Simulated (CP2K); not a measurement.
Two runs for the C K edge of cyclohexene. Run A: CP2K XAS_TDP, all-electron GAPW, PBEh(45%), aug-cc-pVDZ, TDA, no relativity. Run B has a fault in its input.

First lines with a strength over 0.0015. A:

```csv
atom,energy (eV),states,"strength, one atom"
"C1 (bonded to 2 C and 2 H), 2 alike",283.67,1,0.0085
,284.26,1,0.0169
,284.62,1,0.0020
,284.80,1,0.0016
,285.34,1,0.0052
"C3 (bonded to 2 C and 2 H), 2 alike",283.73,1,0.0084
,284.01,1,0.0050
,284.43,1,0.0139
,284.91,1,0.0018
,285.49,1,0.0035
"C4 (bonded to 2 C and H), 2 alike",281.32,1,0.0529
,283.86,1,0.0089
,284.77,1,0.0037
,286.41,1,0.0029
,286.55,1,0.0080
```

B:

```csv
atom,energy (eV),states,"strength, one atom"
"C1 (bonded to 2 C and 2 H), 2 alike",284.92,1,0.0016
,285.48,1,0.0027
,288.03,1,0.0050
,288.12,1,0.0018
,288.29,1,0.0028
"C3 (bonded to 2 C and 2 H), 2 alike",283.77,1,0.0087
,284.05,1,0.0059
,284.47,1,0.0126
,284.93,1,0.0015
,285.51,1,0.0033
"C4 (bonded to 2 C and H), 2 alike",284.20,1,0.0660
,288.45,1,0.0022
,289.17,1,0.0031
,289.60,1,0.0023
```

Question: What went wrong in run B?

The core orbitals of equivalent atoms are not localised (localisation to no). Against PBEh(45%) in aug-cc-pVDZ, the leading lines move by +1.25 eV (C1, to 284.92), +0.04 eV (C3, to 283.77) and +2.88 eV (C4, to 284.20); the strength of C1's goes from 0.0085 to 0.0016, so the two may not be the same state. Another fault could leave a like mark.

[Banner, clock and machine lines of the logs are left out without a mark of their own.]

[Logs are printed without paths, hosts, clocks, repeated set-up lines and the standing remarks that a program may print on its own settings, such as how far it seeks lower states.]

[Hosts, paths, dates, database ids (printed as entryN), source tags and the programs' standing remarks are cut or masked in the printed files.]
